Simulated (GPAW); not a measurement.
# Optical response of TiO2 (Rutile)

Wanted: where TiO2 (Rutile) starts to absorb, how strongly, and its refractive index.

Calculated with GPAW 26.7.0; DFT, PBE, plane-wave PAW (GPAW data sets), scalar-relativistic, RPA, optical limit.

**1. Starting point**

Symmetry: P4_2/mnm, No. 136, tetragonal system. The conventional cell has a = 4.592 Å, b = 4.592 Å, c = 2.957 Å, α = 90.00°, β = 90.00°, γ = 90.00°. Nearest to Ti lie 6 O at 1.95 to 1.98 Å. Nearest to O lie 3 Ti at 1.95 to 1.98 Å. Farther neighbours and most contacts between anions are not listed.

As a file:

```xyz
6
Lattice="4.5922 0.0000 0.0000 0.0000 4.5922 0.0000 0.0000 0.0000 2.9574" Properties=species:S:1:pos:R:3 pbc="T T T"
Ti    2.2961    2.2961    1.4787
Ti    0.0000    0.0000    0.0000
O     3.6965    0.8957    1.4787
O     3.1918    3.1918    0.0000
O     0.8957    3.6965    1.4787
O     1.4004    1.4004    0.0000
```

**2. Dielectric function, RPA**

Transitions between filled and empty bands, summed over the zone, give the optical response, so mesh, band count and broadening shape it.

The induced potential is part of this response.

Contents of df.py:

```python
from gpaw.response.df import DielectricFunction

df = DielectricFunction('full.gpw', frequencies={'type': 'nonlinear', 'domega0': 0.03, 'omega2': 8},
                        ecut=50,
                        eta=0.15,
                        nbands=54,
                        txt='df.txt')
for direction in ['x', 'z']:
    df.get_dielectric_function(xc='RPA', direction=direction, filename=f'df_{direction}.csv')
```

Launch:

```bash
> OMP_NUM_THREADS=1 python df.py
```

Numbers of over 12 decimals in the logs are rounded to 6 here.

Output:

```text
Using integrator: PointIntegrator
NonLinearFrequencyDescriptor(from 0.000 to 86.247 eV, 527 points)
Nonperiodic BCs:  [False False False]
Using integrator: PointIntegrator
NonLinearFrequencyDescriptor(from 0.000 to 86.247 eV, 527 points)
Nonperiodic BCs:  [False False False]

Calculating chi0 body with:
    Ground state adapter containing:
    Number of spins: 1
    Number of kpoints: 360
    Number of irreducible kpoints: 78
    Number of completely occupied states: 24
    Number of partially occupied states: 24

    Linear response parametrization:
    q_c: [0.0, 0.0, 0.0]
    Number of frequency points: 527
    Planewave cutoff: 50.0
    Number of bands: 54
    Number of planewaves: 47
    Broadening (eta): 0.15

Integrating chi0 body.

Symmetries of q_c:
    Direct symmetries (Uq -> q): 8
    Indirect symmetries (TUq -> q): 0
In total 8 allowed symmetries.

78 groups of equivalent kpoints. 78.333333% reduction.

Integral kind: spectral function

Calculating chi0 optical extensions with:
    Ground state adapter containing:
    Number of spins: 1
    Number of kpoints: 360
    Number of irreducible kpoints: 78
    Number of completely occupied states: 24
    Number of partially occupied states: 24

    Linear response parametrization:
    Number of frequency points: 527
    Planewave cutoff: 50.0
    Number of bands: 54
    Number of planewaves: 47
    Broadening (eta): 0.15
Integrating chi0 head and wings.

Symmetries of q_c:
    Direct symmetries (Uq -> q): 8
    Indirect symmetries (TUq -> q): 0
In total 8 allowed symmetries.

78 groups of equivalent kpoints. 78.333333% reduction.

Integral kind: spectral function wings
```

Wall time 18 s (1 thread of Intel Xeon Platinum 8559C (Emerald Rapids), shared host); peak memory 0.29 GiB.

Numbers from this step:

* electronic dielectric constant ε∞, mean over x, y and z (by symmetry where fewer were run): 6.974

Sum at mesh points, not converged in k; values under the direct gap are tails of Lorentzian lines. The Im ε by photon energy; read off at these points:

| photon energy (eV) | E ∥ x | E ∥ z |
| --- | --- | --- |
| 0.00 | 0 | 0 |
| 0.50 | 0.0427 | 0.0542 |
| 1.00 | 0.0970 | 0.124 |
| 1.50 | 0.187 | 0.239 |
| 2.00 | 0.413 | 0.517 |
| 2.50 | 1.41 | 2.18 |
| 3.00 | 6.86 | 8.01 |
| 3.50 | 7.36 | 9.39 |
| 3.81 | 7.23 | 10.5 |
| 3.94 | 7.64 | 10.3 |
| 4.00 | 7.59 | 10.1 |
| 4.50 | 7.40 | 7.13 |
| 5.00 | 5.30 | 5.09 |
| 5.50 | 3.79 | 3.88 |
| 6.00 | 3.32 | 4.81 |
| 6.50 | 3.70 | 4.92 |
| 7.00 | 5.22 | 6.41 |
| 7.44 | 5.45 | 11.4 |
| 7.50 | 5.67 | 11.4 |
| 8.00 | 5.04 | 7.50 |
| 8.50 | 3.55 | 5.35 |
| 9.00 | 2.02 | 3.58 |
| 9.50 | 1.86 | 2.75 |
| 10.00 | 1.63 | 1.71 |
| 10.50 | 1.39 | 1.11 |
| 11.00 | 1.24 | 0.855 |
| 11.50 | 1.24 | 0.630 |
| 12.00 | 1.19 | 0.563 |
| 12.50 | 1.14 | 0.716 |
| 13.00 | 1.58 | 0.809 |
| 13.50 | 1.38 | 0.687 |

Sum at mesh points, not converged in k. Reflectivity at normal incidence against photon energy; read off at these points:

| photon energy (eV) | E ∥ x (%) | E ∥ z (%) |
| --- | --- | --- |
| 0.00 | 19.2 | 22.4 |
| 0.50 | 19.4 | 22.6 |
| 1.00 | 20.0 | 23.2 |
| 1.50 | 21.1 | 24.5 |
| 2.00 | 23.3 | 26.9 |
| 2.50 | 27.4 | 31.6 |
| 2.94 | 32.8 | 35.7 |
| 3.00 | 32.4 | 35.0 |
| 3.50 | 30.9 | 35.5 |
| 4.00 | 31.1 | 37.4 |
| 4.50 | 31.6 | 31.7 |
| 5.00 | 27.9 | 25.8 |
| 5.50 | 20.4 | 19.8 |
| 6.00 | 17.2 | 23.0 |
| 6.50 | 18.8 | 23.6 |
| 7.00 | 24.8 | 28.1 |
| 7.50 | 28.4 | 42.7 |
| 8.00 | 32.8 | 44.0 |
| 8.50 | 34.5 | 46.8 |
| 8.77 | 37.0 | 49.3 |
| 9.00 | 32.2 | 47.9 |
| 9.50 | 22.9 | 52.2 |
| 9.68 | 20.4 | 53.6 |
| 10.00 | 20.1 | 52.3 |
| 10.50 | 14.7 | 48.6 |
| 11.00 | 11.3 | 44.3 |
| 11.50 | 8.30 | 34.0 |
| 12.00 | 7.46 | 15.9 |
| 12.50 | 5.98 | 5.94 |
| 13.00 | 8.85 | 6.04 |
| 13.25 | 11.3 | 6.31 |
| 13.50 | 11.3 | 3.53 |

Sum at mesh points, not converged in k; values under the direct gap are tails of Lorentzian lines. The Im ε, E ∥ x by photon energy; read off at these points:

| photon energy (eV) | without local fields | with local fields |
| --- | --- | --- |
| 0.000 | 0 | 0 |
| 0.250 | 0.0218 | 0.0207 |
| 0.500 | 0.0450 | 0.0427 |
| 0.750 | 0.0712 | 0.0674 |
| 1.000 | 0.103 | 0.0970 |
| 1.250 | 0.143 | 0.135 |
| 1.500 | 0.198 | 0.187 |
| 1.750 | 0.284 | 0.266 |
| 2.000 | 0.444 | 0.413 |
| 2.250 | 0.763 | 0.703 |
| 2.500 | 1.55 | 1.41 |
| 2.750 | 3.77 | 3.44 |
| 3.000 | 7.41 | 6.86 |
| 3.250 | 7.50 | 6.84 |
| 3.468 | 8.01 | 7.37 |
| 3.500 | 7.96 | 7.36 |
| 3.750 | 7.33 | 7.01 |
| 3.936 | 7.87 | 7.64 |
| 4.000 | 7.75 | 7.59 |
| 4.250 | 7.09 | 7.05 |
| 4.500 | 7.34 | 7.40 |
| 4.750 | 6.28 | 6.44 |
| 5.000 | 5.08 | 5.30 |
| 5.250 | 4.05 | 4.29 |
| 5.500 | 3.59 | 3.79 |
| 5.750 | 3.32 | 3.45 |
| 6.000 | 3.21 | 3.32 |
| 6.250 | 3.70 | 3.59 |
| 6.500 | 3.93 | 3.70 |
| 6.750 | 4.48 | 4.24 |
| 7.000 | 5.54 | 5.22 |
| 7.250 | 5.75 | 5.32 |
| 7.500 | 5.98 | 5.67 |
| 7.554 | 6.08 | 5.80 |
| 7.750 | 5.64 | 5.35 |
| 8.000 | 5.24 | 5.04 |
| 8.250 | 4.39 | 4.37 |
| 8.500 | 3.30 | 3.55 |
| 8.750 | 2.60 | 2.85 |
| 9.000 | 1.86 | 2.02 |
| 9.250 | 1.78 | 1.91 |
| 9.500 | 1.67 | 1.86 |
| 9.750 | 1.57 | 1.86 |
| 10.000 | 1.37 | 1.63 |
| 10.250 | 1.34 | 1.49 |
| 10.500 | 1.27 | 1.39 |
| 10.750 | 1.21 | 1.34 |
| 11.000 | 1.06 | 1.24 |
| 11.250 | 0.999 | 1.12 |
| 11.500 | 1.10 | 1.24 |
| 11.750 | 1.20 | 1.26 |
| 12.000 | 1.27 | 1.19 |
| 12.250 | 1.25 | 1.13 |
| 12.500 | 1.23 | 1.14 |
| 12.750 | 1.43 | 1.26 |
| 13.000 | 1.79 | 1.58 |
| 13.084 | 1.87 | 1.67 |
| 13.250 | 1.73 | 1.59 |
| 13.500 | 1.58 | 1.38 |
| 13.750 | 1.27 | 1.06 |

Sum at mesh points, not converged in k; values under the direct gap are tails of Lorentzian lines. Loss function −Im 1/ε at q → 0 against energy loss; read off at these points:

| energy loss (eV) | E ∥ x | E ∥ z |
| --- | --- | --- |
| 0.000 | 0 | 0 |
| 0.250 | 4.8e-4 | 4.3e-4 |
| 0.500 | 9.7e-4 | 8.7e-4 |
| 0.750 | 0.00150 | 0.00133 |
| 1.000 | 0.00207 | 0.00184 |
| 1.250 | 0.00272 | 0.00242 |
| 1.500 | 0.00350 | 0.00311 |
| 1.750 | 0.00452 | 0.00399 |
| 2.000 | 0.00615 | 0.00525 |
| 2.250 | 0.00879 | 0.00757 |
| 2.500 | 0.0136 | 0.0137 |
| 2.750 | 0.0246 | 0.0239 |
| 3.000 | 0.0493 | 0.0440 |
| 3.250 | 0.0630 | 0.0517 |
| 3.500 | 0.0764 | 0.0577 |
| 3.750 | 0.0842 | 0.0699 |
| 4.000 | 0.0971 | 0.0879 |
| 4.250 | 0.109 | 0.119 |
| 4.500 | 0.118 | 0.129 |
| 4.750 | 0.148 | 0.154 |
| 5.000 | 0.181 | 0.177 |
| 5.250 | 0.220 | 0.190 |
| 5.367 | 0.231 | 0.160 |
| 5.500 | 0.223 | 0.134 |
| 5.750 | 0.226 | 0.121 |
| 6.000 | 0.202 | 0.131 |
| 6.250 | 0.182 | 0.128 |
| 6.500 | 0.177 | 0.117 |
| 6.750 | 0.150 | 0.107 |
| 7.000 | 0.150 | 0.0974 |
| 7.250 | 0.170 | 0.0811 |
| 7.500 | 0.165 | 0.0871 |
| 7.750 | 0.187 | 0.106 |
| 8.000 | 0.198 | 0.125 |
| 8.250 | 0.217 | 0.129 |
| 8.500 | 0.258 | 0.147 |
| 8.750 | 0.290 | 0.155 |
| 9.000 | 0.420 | 0.183 |
| 9.250 | 0.510 | 0.199 |
| 9.500 | 0.528 | 0.186 |
| 9.750 | 0.538 | 0.217 |
| 10.000 | 0.610 | 0.252 |
| 10.250 | 0.673 | 0.299 |
| 10.500 | 0.703 | 0.401 |
| 10.750 | 0.715 | 0.470 |
| 11.000 | 0.735 | 0.598 |
| 11.177 | 0.756 | 0.717 |
| 11.250 | 0.740 | 0.805 |
| 11.500 | 0.622 | 1.19 |
| 11.750 | 0.630 | 1.61 |
| 11.944 | 0.627 | 1.75 |
| 12.000 | 0.607 | 1.74 |
| 12.250 | 0.627 | 1.35 |
| 12.500 | 0.528 | 0.922 |
| 12.750 | 0.473 | 0.892 |
| 13.000 | 0.445 | 0.835 |
| 13.250 | 0.548 | 0.893 |
| 13.500 | 0.651 | 0.665 |
| 13.686 | 0.776 | 0.596 |
| 13.750 | 0.775 | 0.602 |

At chosen wavelengths:

| wavelength (nm) | n x | k x | R (%) x | 1/α x | n z | k z | R (%) z | 1/α z |
| --- | --- | --- | --- | --- | --- | --- | --- | --- |
| 1550 | 2.60 | 0.014 | 19.7 | 8.8 µm | 2.84 | 0.016 | 22.9 | 7.5 µm |
| 1064 | 2.64 | 0.023 | 20.3 | 3.7 µm | 2.89 | 0.027 | 23.6 | 3.2 µm |
| 633 | 2.84 | 0.067 | 23.0 | 754 nm | 3.13 | 0.077 | 26.6 | 658 nm |
| 450 | 3.41 | 0.515 | 30.8 | 69 nm | 3.73 | 0.670 | 34.6 | 53 nm |
| 405 | 3.17 | 1.086 | 31.7 | 30 nm | 3.42 | 1.149 | 34.4 | 28 nm |
| 365 | 2.95 | 1.226 | 31.0 | 24 nm | 3.29 | 1.336 | 34.8 | 22 nm |
| 248 | 1.81 | 1.465 | 27.9 | 13 nm | 1.88 | 1.357 | 25.8 | 15 nm |

Below the direct gap, k and the depth come from the tails of the Lorentzian lines, not from transitions.

Rows near the edge hang on the gap, which this functional as a rule makes too small, and phonon-assisted absorption is left out.

**3. Outcome**

```yaml
electronic_dielectric_constant_eps_infinity_mean_over_x_y_and_z_by_symmetry_where_fewer_were_run_rpa: 6.97
```

**Reading.** At this level (PBE, RPA) TiO2 has a mean ε∞ = 6.97 and n = 2.60 at 1550 nm (E ∥ x). Local fields change the static value along x from 6.75 to 6.55 (-3 %). The static values by axis are 6.55 (x), 7.82 (z). Excitons and phonon-assisted transitions are missing; PBE gaps are as a rule too small, which pulls the onset down and ε∞ up. In this version of GPAW the matrix elements of the optical limit are incomplete, which can lower ε − 1 by up to a tenth where first-row anions or d states rule, and shift it by more in d metals. The sum runs over mesh points 0.23 Å⁻¹ apart with no interpolation, so peaks are partly noise of the mesh and static values carry its error.

[Machine, clock and banner lines and Python warnings are left out of the logs.]

[Logs are printed without paths, hosts, clocks, repeated set-up lines and the standing remarks that a program may print on its own settings, such as how far it seeks lower states.]

[Hosts, paths, dates, database ids (printed as entryN), source tags and the programs' standing remarks are cut or masked in the printed files.]
